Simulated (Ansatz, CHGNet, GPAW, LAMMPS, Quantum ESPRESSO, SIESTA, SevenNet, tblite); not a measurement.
## Amorphous polyacrylonitrile (as short chains C14N4H18) at 540 K (108 atoms) in GPAW

Wanted: GPAW inputs and outputs for amorphous polyacrylonitrile (as short chains C14N4H18) at 540 K (108 atoms), checked against a plane-wave reference.

Calculated with GPAW 26.7.0; the method is named at each step.

### Step 1. The starting structure

The cell holds 108 atoms: 42 C, 12 N and 54 H. Its edges and angles: a = 10.877 Å, b = 10.877 Å, c = 10.877 Å, α = 90.0°, β = 90.0°, γ = 90.0°. 3 polyacrylonitrile chains of 4 units with methyl end groups placed at random, at 0.938 g/cm³; overlaps pushed apart, then 20 ps at 800 K with MMFF94 bonds, angles, torsions, charges and radii (Halgren, J. Comput. Chem. 17, 490 (1996)) in harmonic and 12-6 forms. Snapshot after 30 ps at 540 K and fixed volume.

The yardstick, on the same geometry:

```
method                                           : Kohn-Sham DFT, PBE, SSSP efficiency 1.3.0 pseudopotentials, plane waves (Quantum ESPRESSO 7.5); sssp-pbe-1.3.0-efficiency, cutoffs 60/480 Ry, Γ point
r.m.s. force component                           : 1.089 eV/Å
longest force                                    : 4.772 eV/Å
pressure                                         : 1.539 GPa
gap (highest filled to lowest empty level) : 5.451 eV
time                                             : 89 s on 4 MPI ranks of Arm Neoverse V1, shared host
CPU time                                         : 5.9 min
```

### Step 2. PBE, LCAO dzp, h 0.18 Å

Method: Kohn-Sham DFT, PBE, PAW, atomic orbitals (dzp).

File run.py:

```python
import numpy as np
from ase.io import read
from gpaw import GPAW, FermiDirac
from ase.parallel import parprint as print

atoms = read("structure.xyz")
atoms.calc = GPAW(
    mode="lcao",
    basis="dzp",
    h=0.18,
    xc="PBE",
    kpts={"size": (1, 1, 1), "gamma": True},
    occupations=FermiDirac(0.05),
    maxiter=200,
    symmetry={"point_group": False},
    txt="gpaw.txt",
)
energy = atoms.get_potential_energy(force_consistent=True)
forces = atoms.get_forces()
print(f"energy {energy:.6f} eV")
print("forces (eV/A)")
for i, (a, f) in enumerate(zip(atoms, forces)):
    print(f"{i:4d} {a.symbol:2s} {f[0]:10.5f} {f[1]:10.5f} {f[2]:10.5f}")
print(f"Fermi level {atoms.calc.get_fermi_level():.4f} eV")
for k in range(len(atoms.calc.get_ibz_k_points())):
    for s in range(atoms.calc.get_number_of_spins()):
        e = atoms.calc.get_eigenvalues(kpt=k, spin=s)
        n = np.searchsorted(e, atoms.calc.get_fermi_level())
        print(f"k {k} spin {s} levels about the Fermi level:", np.round(e[max(n - 6, 0):n], 4).tolist(), "|", np.round(e[n:n + 6], 4).tolist())
```

File structure.xyz:

```xyz
108
Lattice="10.87734 0.00000 0.00000 0.00000 10.87734 0.00000 0.00000 0.00000 10.87734" Properties=species:S:1:pos:R:3 pbc="T T T"
C 5.18719 3.07818 8.16421
C 5.16500 2.66952 9.55030
C 3.82469 2.20277 9.92285
C 2.83039 3.28583 10.13181
N 1.97000 4.06334 10.21665
C 4.10870 1.49281 0.38038
C 2.83681 0.82657 0.87008
C 2.68355 10.37220 0.38201
N 2.66451 9.37213 10.69841
C 2.78884 0.89444 2.37909
C 2.31948 2.15230 3.20436
C 0.94328 2.40117 2.98866
N 10.63902 2.38790 2.81332
C 3.19946 3.45366 3.02858
C 2.77394 4.71293 3.94064
C 2.46905 4.28904 5.22743
N 1.99262 4.12219 6.29809
C 3.88332 5.78751 3.87103
H 4.48843 3.93151 8.00061
H 6.15940 3.30856 7.79198
H 4.73839 2.27956 7.53854
H 5.46847 3.47216 10.28170
H 5.89856 1.87395 9.68323
H 3.49902 1.46170 9.19244
H 4.48940 2.16165 1.12874
H 4.90253 0.70170 0.30924
H 1.94280 1.34574 0.66276
H 2.11564 0.07005 2.67583
H 3.74159 0.77294 2.90120
H 2.38083 1.80847 4.28578
H 3.11070 3.80152 2.00197
H 4.19474 3.23644 3.20294
H 1.79443 5.13149 3.53796
H 3.59474 6.75929 4.29981
H 4.22389 5.96785 2.82626
H 4.64158 5.61499 4.60949
C 0.82940 8.40851 5.17435
C 1.42439 7.39452 6.20715
C 1.22794 7.90978 7.65547
C 10.63086 7.91033 7.95308
N 9.44327 7.92305 7.97744
C 2.03036 7.20569 8.81956
C 3.49913 6.99043 8.54382
C 4.33897 6.52771 9.71999
N 4.95811 6.23946 10.64478
C 4.31526 8.09948 7.88248
C 5.78914 7.84039 7.61958
C 6.31506 6.63746 6.94420
N 6.62278 5.68830 6.37499
C 6.38500 9.02493 6.92593
C 5.85147 9.13729 5.46945
C 5.45466 10.49990 5.16652
N 5.00847 0.73792 5.03338
C 6.92832 8.76724 4.48353
H 0.56562 7.92523 4.19887
H 10.76900 8.84676 5.50480
[... 48 atom lines left out ...]
H 9.95995 3.24569 4.95615
H 7.61044 3.52328 5.08907
H 7.34231 2.06920 6.15842
H 8.02378 1.85665 4.47635
```

On the command line:

```sh
$ OMP_NUM_THREADS=1 mpirun -np 2 gpaw python run.py > output.txt
```

Output:

```text
energy -644.555331 eV
forces (eV/A)
   0 C    -1.52425    0.87791   -1.91895
   1 C     1.47763    1.29914    0.87401
   2 C     0.17984   -0.42790    2.22468
   3 C     1.44862   -1.84256   -0.88831
   4 N    -1.26889    1.59772    0.45251
   5 C    -1.07583   -1.38844   -0.95989
   6 C     1.18631    0.71701    2.23668
   7 C     0.21216    2.46920    0.96352
   8 N    -0.02089   -3.52657   -1.75151
   9 C    -0.32285   -0.41225    2.16340
  10 C     1.73720    0.42941    0.11429
  11 C    -3.40565   -0.05427   -0.61140
  12 N     1.23040    0.39974    0.10757
  13 C    -3.43469    0.74531    0.35183
  14 C     0.68824   -0.17810   -3.56305
  15 C    -1.19164   -0.19703    3.07040
  16 N     0.37171   -0.34477    0.25130
  17 C    -0.85741    0.43594   -0.18703
  18 H     0.23247    0.22818   -0.15944
  19 H     1.35472    0.54595   -0.70220
  20 H     0.16743   -0.24387   -0.32197
  21 H     0.07007   -0.07521   -0.40435
  22 H     0.36064   -0.73179    0.35362
  23 H    -0.81504   -0.34754   -0.59044
[...]
100 H     0.84356    0.31757   -0.02712
 101 H    -0.08401   -0.65713   -0.04970
 102 H     0.05407   -0.34061   -0.21422
 103 H    -0.61984   -0.01418    0.42924
 104 H    -0.51072   -0.02870    0.86404
 105 H    -1.04696    0.38785   -0.26182
 106 H    -0.29587   -0.05410    0.21345
 107 H    -0.31444    0.44267    0.47129
Fermi level -1.2476 eV
k 0 spin 0 levels about the Fermi level: [-3.1121, -3.0912, -2.967, -2.947, -2.8897, -2.8275] | [2.8643, 3.1414, 3.2569, 3.3268, 3.3555, 3.3924]
```

gpaw.txt:

```text
Input parameters:
  mode=LCAO(),
  basis={'default': 'dzp'},
  h=0.18,
  kpts=MonkhorstPack(size=(1, 1, 1), gamma=True),
  maxiter=200,
  occupations=Occupations(name='fermi-dirac', width=0.05, fixmagmom=False),
  symmetry=Symmetry(point_group=False),
  xc=XC(name='PBE')
Unit cell  # Å
| periodic |         x |         y |         z |   lengths |    angles |
|----------|-----------|-----------|-----------|-----------|-----------|
|      yes | 10.877340 |  0.000000 |  0.000000 | 10.877340 | 90.000000 |
|      yes |  0.000000 | 10.877340 |  0.000000 | 10.877340 | 90.000000 |
|      yes |  0.000000 |  0.000000 | 10.877340 | 10.877340 | 90.000000 |
Number of symmetries: 1
Symmetry operations  # r_c * U_cc + t_c -> r_c
|   | kind |            matrix            |
|---|------|------------------------------|
| 0 |  E   |  1, 0, 0,  0, 1, 0,  0, 0, 1 |
BZ-sampling:
  Number of BZ points: 1
  Number of IBZ points: 1
  Monkhorst-Pack size: [1, 1, 1]
  Monkhorst-Pack shift: [0, 0, 0]
[... lines left out ...]
        l=0, rc=3.6094 Bohr: 1s-dz split-valence wave
        l=1, rc=6.4219 Bohr: p-type Gaussian polarization
      Number of RI-basis functions 0
Reference energy: -61615.507662  # eV
eigensolver:
density mixing:
  MSR1-Mixer
occupation numbers:
  Fermi-Dirac:
    width: 0.0500  # eV
FastPoissonSolver using
    Stencil: 6*3+1=19 point O(h^6) finite-difference Laplacian
xc functional:
  name: PBE with 2 nearest neighbor stencil
interpolation: tri-quintic # 5. degree polynomial
Initialization done in: 4.685 s
convergence criteria:
- Maximum [total energy] change in last 3 cyles: 0.0005 eV / valence electron
- Maximum integral of absolute [dens]ity change: 0.0001 electrons / valence electron
- Maximum integral of absolute [eigenst]ate change: 4e-08 eV^2 / valence electron
maximum number of iterations: 200
SCF iterations
|iter     |      energy | eigst |  dens |
|---------|-------------|-------|-------|
|iter:   1| -668.072657 |      c|       |
|iter:   2| -663.535169 |      c| -0.76 |
|iter:   3| -646.838948 |      c| -0.80 |
|iter:   4| -645.907054 |      c| -1.26 |
|iter:   5| -644.561544 |      c| -1.56 |
|iter:   6| -644.563663 |      c| -2.09 |
|iter:   7| -644.555443c|      c| -2.50 |
|iter:   8| -644.555373c|      c| -2.96 |
|iter:   9| -644.555351c|      c| -3.43 |
|iter:  10| -644.555330c|      c| -3.72 |
|iter:  11| -644.555331c|      c| -4.27c|
Converged in 11 steps
SCF loop duration: 38.424 s (3.493 s/step)
Energy contributions relative to reference atoms: (reference = -61615.507662)
Energy contributions:
  Kinetic:         528.997920
  Coulomb:        -587.796479
  Zero:              5.723575
  External:          0.000000
  Xc:             -591.480347
  Entropy:          -0.000000
  Spinorbit:         0.000000
  ----------------------------
  Free energy:    -644.555331
  Extrapolated:   -644.555331
dipole moment: (42.144017, 2.622732, -6.984060)  # |e|*Ang
Fermi level: -1.248
Eigenvalues  # (at kpt = [0.000, 0.000, 0.000])
| band index |      eig [eV] | occ [0-2] |
|------------|---------------|-----------|
|          0 |       -19.197 |     2.000 |
|        ... |               |           |
|        133 |        -3.255 |     2.000 |
|        134 |        -3.181 |     2.000 |
[...]
|        148 |         3.604 |     0.000 |
|        ... |               |           |
|        173 |         5.838 |     0.000 |
Gap: 5.692 eV
Transition (v -> c):
  (s=0, k=0, n=140, [0.00, 0.00, 0.00]) -> (s=0, k=0, n=141, [0.00, 0.00, 0.00])
No difference between direct/indirect transitions
Force computation time: 6.862  # s
```

Run time: 52 s. Hardware: 2 MPI ranks of Arm Neoverse V1, shared host; peak memory 1.3 GiB.

Banners, paths, timers and routine set-up lines are dropped from the logs unmarked, and long logs keep their key lines alone; longer cuts are marked.

Compared with the plane-wave run:

```yaml
r_m_s_force_component: 1.237 eV/Å
r_m_s_difference_of_force_components: 550.8 meV/Å
longest_difference_of_force_vectors: 2326 meV/Å
force_difference_over_r_m_s_force: 50.56 %
slope_of_forces_against_the_reference_s: 1.017
correlation_of_force_components: 0.8955
spacing_of_highest_filled_and_lowest_empty_level: 5.692 eV
gap_difference: 0.2405 eV
```

This run lies far from the reference in forces at the same functional.

Length of the force difference by element (eV/Å):

| element | atoms | mean | most |
| --- | --- | --- | --- |
| C | 42 | 0.73 | 1.8 |
| H | 54 | 0.53 | 0.76 |
| N | 12 | 2.0 | 2.3 |

Levels nearest the highest filled one (eV from it): -0.28, -0.26, -0.14, -0.12, -0.06, 0.00, 5.69, 5.97, 6.08, 6.15, 6.18, 6.22.

Local excerpt of 11 atoms (numbers count through the whole input) about N89, which bears the longest force; x, y, z are measured from there.

| atom | x | y | z | distance (Å) | bonds | Fx | Fy | Fz (eV/Å) |
| --- | --- | --- | --- | --- | --- | --- | --- | --- |
| N89 | 0.00 | 0.00 | 0.00 | 0.00 | 1 | 2.91 | -5.22 | 0.16 |
| C88 | -0.65 | 0.93 | -0.01 | 1.14 | 2 | -0.87 | 3.63 | 0.56 |
| C87 | -1.21 | 2.23 | -0.15 | 2.54 | 4 | 0.13 | 1.42 | 0.57 |
| H56 | 0.19 | -2.61 | -0.49 | 2.66 | 1 | -0.69 | 0.43 | 0.53 |
| H105 | -0.62 | 2.67 | -1.04 | 2.93 | 1 | -0.51 | -0.03 | 0.86 |
| H57 | 1.87 | -2.16 | -0.94 | 3.01 | 1 | -0.92 | -0.90 | -0.24 |
| H108 | -2.56 | 1.28 | -1.52 | 3.24 | 1 | -0.31 | 0.44 | 0.47 |
| C90 | -2.62 | 1.96 | -0.61 | 3.32 | 4 | -0.19 | -0.05 | -1.35 |
| C37 | 1.12 | -3.05 | -0.82 | 3.35 | 4 | 1.31 | 0.52 | 0.00 |
| H60 | 1.70 | -2.47 | 1.59 | 3.39 | 1 | 0.50 | 1.13 | 0.25 |
| H30 | 2.68 | 1.23 | -1.71 | 3.41 | 1 | 0.17 | 0.16 | -0.40 |

Atoms are counted from 1 here, from 0 in the log.

Forces lie 51 % from the reference's, at 0.29 times its CPU time (on 2 against 4 cores).

The difference per atom is largest on N (2.0 eV/Å on average, against 0.73 on C).

### Step 3. PBE, LCAO sz(dzp), h 0.18 Å

Method: Kohn-Sham DFT, PBE, PAW, atomic orbitals (sz(dzp)).

Changes to run.py since step 2:

```diff
@@ -3,3 +3,2 @@
 from gpaw import GPAW, FermiDirac
-from ase.parallel import parprint as print
 
@@ -8,3 +7,3 @@
     mode="lcao",
-    basis="dzp",
+    basis="sz(dzp)",
     h=0.18,
```

structure.xyz is that of step 2.

On the command line:

```sh
$ OMP_NUM_THREADS=1 python run.py > output.txt
```

Output:

```text
energy -530.450531 eV
forces (eV/A)
   0 C    -1.70866    0.66190   -0.86960
   1 C     0.60322    1.44029    0.87289
   2 C     0.36221    0.14837    3.30404
   3 C     7.11304   -6.84887   -1.22281
   4 N    -8.12200    7.63079    1.07116
   5 C    -2.58208   -1.34993   -2.07723
   6 C     3.07805    1.05973    2.63984
   7 C     0.34026    8.59678    4.72589
   8 N    -0.32425  -11.82606   -6.36884
   9 C    -0.54086    1.34599    0.99750
  10 C     3.16691    0.91099   -1.28487
  11 C     2.28960    0.50622    0.16987
  12 N    -6.90494    0.40863   -1.00232
  13 C    -5.69990    0.66168    1.71917
  14 C     2.25593   -0.76621   -4.76556
  15 C     1.55282    0.15579   -1.81708
  16 N    -3.01109   -1.40423    7.68256
  17 C    -2.28464   -0.97131   -0.64534
  18 H    -1.24706    2.05166   -0.46169
  19 H     3.98350    1.15059   -1.73672
  20 H    -0.79699   -1.95230   -1.66463
  21 H     0.64325    1.48426    1.02110
  22 H     2.07599   -2.51904    0.73253
  23 H    -1.59331   -2.25182   -2.35757
[...]
100 H     3.01667    1.78814   -0.20640
 101 H    -2.58179   -1.68278    0.10248
 102 H     2.32594    0.75120   -0.15798
 103 H    -2.46348    1.95986   -0.20102
 104 H     0.69084    0.90001   -1.00777
 105 H    -1.96380    2.93701   -0.93341
 106 H    -1.83196   -1.13930    2.09615
 107 H    -0.17455   -0.93982   -1.39700
Fermi level -0.8246 eV
k 0 spin 0 levels about the Fermi level: [-4.4866, -4.4518, -4.421, -4.3491, -4.2891, -4.0443] | [1.9688, 1.9982, 2.1754, 2.2379, 2.3015, 2.3706]
```

gpaw.txt:

```text
Input parameters:
  mode=LCAO(),
  basis={'default': 'sz(dzp)'},
  h=0.18,
  kpts=MonkhorstPack(size=(1, 1, 1), gamma=True),
  maxiter=200,
  occupations=Occupations(name='fermi-dirac', width=0.05, fixmagmom=False),
  symmetry=Symmetry(point_group=False),
  xc=XC(name='PBE')
Unit cell  # Å
| periodic |         x |         y |         z |   lengths |    angles |
[... lines left out ...]
  Fermi-Dirac:
[... lines left out ...]
convergence criteria:
- Maximum [total energy] change in last 3 cyles: 0.0005 eV / valence electron
[... lines left out ...]
Converged in 10 steps
[... lines left out ...]
  Free energy:    -530.450531
  Extrapolated:   -530.450531
dipole moment: (43.788473, 0.530283, -9.135030)  # |e|*Ang
Fermi level: -0.825
Eigenvalues  # (at kpt = [0.000, 0.000, 0.000])
| band index |      eig [eV] | occ [0-2] |
|------------|---------------|-----------|
|          0 |       -21.922 |     2.000 |
|        ... |               |           |
|        133 |        -4.598 |     2.000 |
|        134 |        -4.577 |     2.000 |
[...]
|        148 |         2.517 |     0.000 |
|        ... |               |           |
|        173 |         6.817 |     0.000 |
Gap: 6.013 eV
Transition (v -> c):
  (s=0, k=0, n=140, [0.00, 0.00, 0.00]) -> (s=0, k=0, n=141, [0.00, 0.00, 0.00])
No difference between direct/indirect transitions
Force computation time: 3.240  # s
timing:  # [seconds]
  Total:  33.280  # ━━━━━━━━━━━━━━━━━━━━━━━━━━━━━━━━━━━━━━━━━━━━━━━━━━━━━━━━━
  Init:    6.853  # ━━━━━━━━━━━╸
  SCF:    23.159  # ━━━━━━━━━━━━━━━━━━━━━━━━━━━━━━━━━━━━━━━╸
  Forces:  3.240  # ━━━━━╸
```

Elapsed: 35 s, on 1 thread; peak memory 0.85 GiB.

Numbers from this run, and their distance from the reference:

```
r.m.s. force component                           : 3.238 eV/Å
r.m.s. difference of force components            : 3054 meV/Å
longest difference of force vectors              : 11810 meV/Å
force difference over r.m.s. force               : 280.3 %
slope of forces against the reference's          : 0.9875
correlation of force components                  : 0.3322
gap (highest filled to lowest empty level) : 6.013 eV
gap difference                                   : 0.5618 eV
```

This is a coarse setting, run to see what it loses.

Against the first run (51 %), the force difference from the reference is 280 %, at 0.33 times the CPU time (on 1 against 2 cores), with 270 basis functions against 972: the smaller basis costs accuracy.

The difference per atom is largest on N (11 eV/Å on average, against 4.0 on C).

### Step 4. PBE, grid h 0.18 Å

Method: Kohn-Sham DFT, PBE, PAW, finite differences on a real-space grid.

Changes to run.py since step 3:

```diff
@@ -3,2 +3,3 @@
 from gpaw import GPAW, FermiDirac
+from ase.parallel import parprint as print
 
@@ -6,4 +7,3 @@
 atoms.calc = GPAW(
-    mode="lcao",
-    basis="sz(dzp)",
+    mode="fd",
     h=0.18,
@@ -14,2 +14,3 @@
     symmetry={"point_group": False},
+    nbands=172,
     txt="gpaw.txt",
```

structure.xyz is that of step 3.

On the command line:

```sh
$ OMP_NUM_THREADS=1 mpirun -np 2 gpaw python run.py > output.txt
```

Output:

```text
energy -665.886640 eV
forces (eV/A)
   0 C    -1.44244    0.90132   -2.05301
   1 C     1.59832    1.23930    0.90133
   2 C     0.08640   -0.44113    2.00088
   3 C     0.15397   -0.74290   -0.77106
   4 N     0.34339    0.15062    0.25811
   5 C    -0.81381   -1.36749   -0.67306
   6 C     0.75680    0.61867    2.08643
   7 C     0.25060    1.02687    0.03376
   8 N     0.03525   -1.51714   -0.56791
   9 C    -0.20224   -0.73888    2.36794
  10 C     1.22594    0.41623    0.34463
  11 C    -4.59434   -0.20436   -0.79488
  12 N     3.08103    0.38716    0.38520
  13 C    -2.86051    0.71265    0.01454
  14 C     0.31335   -0.17000   -3.06145
  15 C    -1.81853   -0.24318    4.10276
  16 N     1.18004   -0.06724   -1.54921
  17 C    -0.56961    0.73148   -0.04629
  18 H     0.51926   -0.10384   -0.09675
  19 H     0.81509    0.41168   -0.49827
  20 H     0.36901    0.08851   -0.04800
  21 H    -0.03616   -0.37363   -0.66146
  22 H     0.02300   -0.35318    0.28026
  23 H    -0.66230    0.01008   -0.21198
[...]
100 H     0.41432    0.02267    0.00913
 101 H     0.37773   -0.44024   -0.08680
 102 H    -0.37440   -0.55213   -0.22155
 103 H    -0.29951   -0.43161    0.54471
 104 H    -0.70302   -0.16944    1.18892
 105 H    -0.87525   -0.10167   -0.12764
 106 H    -0.02134    0.15958   -0.14133
 107 H    -0.34082    0.67812    0.80920
Fermi level -1.4196 eV
k 0 spin 0 levels about the Fermi level: [-3.1142, -3.0761, -2.9559, -2.9418, -2.8762, -2.8009] | [2.6487, 3.0061, 3.0706, 3.1463, 3.1989, 3.2537]
```

gpaw.txt:

```text
Input parameters:
  mode=FD(),
  h=0.18,
  kpts=MonkhorstPack(size=(1, 1, 1), gamma=True),
  maxiter=200,
  nbands=172,
  occupations=Occupations(name='fermi-dirac', width=0.05, fixmagmom=False),
  symmetry=Symmetry(point_group=False),
  xc=XC(name='PBE')
Diagonalizing LCAO Hamiltonian
Converting LCAO to fd mode
        .--------------------------.
       /|     N                    |
[... lines left out ...]
  Converge bands: occupied
[... lines left out ...]
  Fermi-Dirac:
[... lines left out ...]
convergence criteria:
- Maximum [total energy] change in last 3 cyles: 0.0005 eV / valence electron
[... lines left out ...]
Converged in 17 steps
[... lines left out ...]
  Kinetic:         679.334782
  Coulomb:        -746.632903
  Zero:              8.335962
  External:          0.000000
  Xc:             -606.924481
  Entropy:          -0.000000
  Spinorbit:         0.000000
  ----------------------------
  Free energy:    -665.886640
  Extrapolated:   -665.886640
dipole moment: (42.095957, 2.593616, -6.620882)  # |e|*Ang
Fermi level: -1.420
Eigenvalues  # (at kpt = [0.000, 0.000, 0.000])
| band index |      eig [eV] | occ [0-2] |
|------------|---------------|-----------|
|          0 |       -18.992 |     2.000 |
|        ... |               |           |
|        133 |        -3.253 |     2.000 |
|        134 |        -3.173 |     2.000 |
[...]
|        148 |         3.367 |     0.000 |
|        ... |               |           |
|        171 |         5.161 |     0.000 |
Gap: 5.450 eV
Transition (v -> c):
  (s=0, k=0, n=140, [0.00, 0.00, 0.00]) -> (s=0, k=0, n=141, [0.00, 0.00, 0.00])
No difference between direct/indirect transitions
Force computation time: 1.339  # s
```

Elapsed: 2.3 min, on 2 MPI ranks; peak memory 2.1 GiB.

Compared with the plane-wave run:

| Item | Value |
| --- | --- |
| r.m.s. force component | 1.092 eV/Å |
| r.m.s. difference of force components | 31.19 meV/Å |
| longest difference of force vectors | 185.3 meV/Å |
| force difference over r.m.s. force | 2.863 % |
| slope of forces against the reference's | 1.002 |
| correlation of force components | 0.9996 |
| gap (highest filled to lowest empty level) | 5.45 eV |
| gap difference | -0.0017 eV |

Against the first run (51 %), the force difference from the reference is 2.9 %, at 2.7 times the CPU time (17 SCF steps against 11).

(Continued in part 2 of 2.)

[Also dropped from logs without a mark: logging warnings of Python, and SIESTA's first energy breakdown and zero terms.]

[Logs are printed without paths, hosts, clocks, repeated set-up lines and the standing remarks that a program may print on its own settings, such as how far it seeks lower states.]

[Hosts, paths, dates, database ids (printed as entryN), source tags and the programs' standing remarks are cut or masked in the printed files.]

[The MMFF94 radii named for the starting cell were scaled by 0.96; in molecules described by MMFF94, hydrogen bound to N, O or S took a small fixed 12-6 site in their place.]
